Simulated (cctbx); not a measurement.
**Accept or mend?**

Cell a = 7.3980 Å, b = 8.9710 Å, c = 6.3480 Å, α = 90.00°, β = 90.00°, γ = 90.00°; space group Pnma (no. 62).

The data are simulated with cctbx, not measured: Mo Kα, λ = 0.71073 Å, to d = 0.7 Å, 95 % of the full sphere, strongest reflection 70000 counts, noise from counting, a 1.5 % proportional error and a noise floor of 8 counts (s.d.); no absorption.

An anisotropic refinement with weights 1/σ² prints:

```text
Rint 0.015, 676 unique reflections to 0.70 A
cycle     R1     wR2    GooF  max shift (A)
   1  0.3069  0.6127  54.929   0.00508
   2  0.2988  0.5961  53.443   0.00004
final R1 0.2988 wR2 0.5961 GooF 53.443  parameters 15  data/parameter 45.1
atom        x        y        z      Ueq    occ   su(xyz)  su(Uiso or U11)
Os1    0.60900  0.75000  0.53585   0.0055  1.000  0.00071  0.0023  NPD
Dy1    0.17333  0.06085  0.16904   0.0061  1.000  0.00062  0.0022
difference map: max 185.03 min -15.03 rms 8.28
Q1    0.0424  0.2500  0.6221    4  193.37  2.77 A from Os1
Q2    0.1099  0.7500  0.9643    4  110.82  0.01 A from Os1
Q3    0.1739  0.0624  0.1656    8   86.03  0.03 A from Dy1
Q4    0.1824  0.2500  0.6057    4   12.99  1.79 A from Os1
Q5    0.0264  0.6477  0.3760    8   10.90  2.53 A from Dy1
Q6    0.0084  0.7500  0.2175    4   10.86  1.77 A from Os1
```

**Question.** Can this result stand? If not, what is the likely fault?

Mend it. The fault: an atom left out, Y at (0.9580, 3/4, 0.3784). Against the right model at the same level, R1 goes from 0.0050 to 0.2988 and GooF from 1.02 to 53.44, the top difference peak, 193.4 e/Å³, lies 2.77 Å from Os1 and Os1 goes non-positive-definite. Q1 is the missing atom. With scattering power missing, scale and phases suffer, so peaks may also grow on the heavy atoms.

The compound is Dy2YOs. The right model at the same level gives:

```text
Rint 0.015, 676 unique reflections to 0.70 A
cycle     R1     wR2    GooF  max shift (A)
   1  0.0369  0.1037   9.335   0.00180
   2  0.0050  0.0114   1.025   0.00000
final R1 0.0050 wR2 0.0114 GooF 1.025  parameters 21  data/parameter 32.2
atom        x        y        z      Ueq    occ   su(xyz)  su(Uiso or U11)
Os1    0.60911  0.75000  0.53573   0.0101  1.000  0.00001  0.0000
Dy1    0.17381  0.06121  0.16870   0.0120  1.000  0.00001  0.0000
Y1     0.95798  0.75000  0.37842   0.0125  1.000  0.00003  0.0001
difference map: max 0.49 min -0.49 rms 0.11
Q1    0.0198  0.7500  0.1899    4    0.53  1.28 A from Y1
Q2    0.1330  0.2500  0.0947    4    0.48  1.78 A from Dy1
Q3    0.1767  0.5868  0.7984    8    0.45  1.40 A from Dy1
Q4    0.2344  0.2500  0.9942    4    0.40  2.07 A from Dy1
Q5    0.1143  0.2500  0.8734    4    0.39  1.69 A from Y1
Q6    0.2218  0.2500  0.5480    4    0.36  1.36 A from Os1
```

The model was made for the exercise: a known structure type with other elements put in, its volume estimated, not relaxed; displacement parameters are assumed.

[Middle refinement cycles are left out of these outputs.]

[Logs are printed without paths, hosts, clocks, repeated set-up lines and the standing remarks that a program may print on its own settings, such as how far it seeks lower states.]
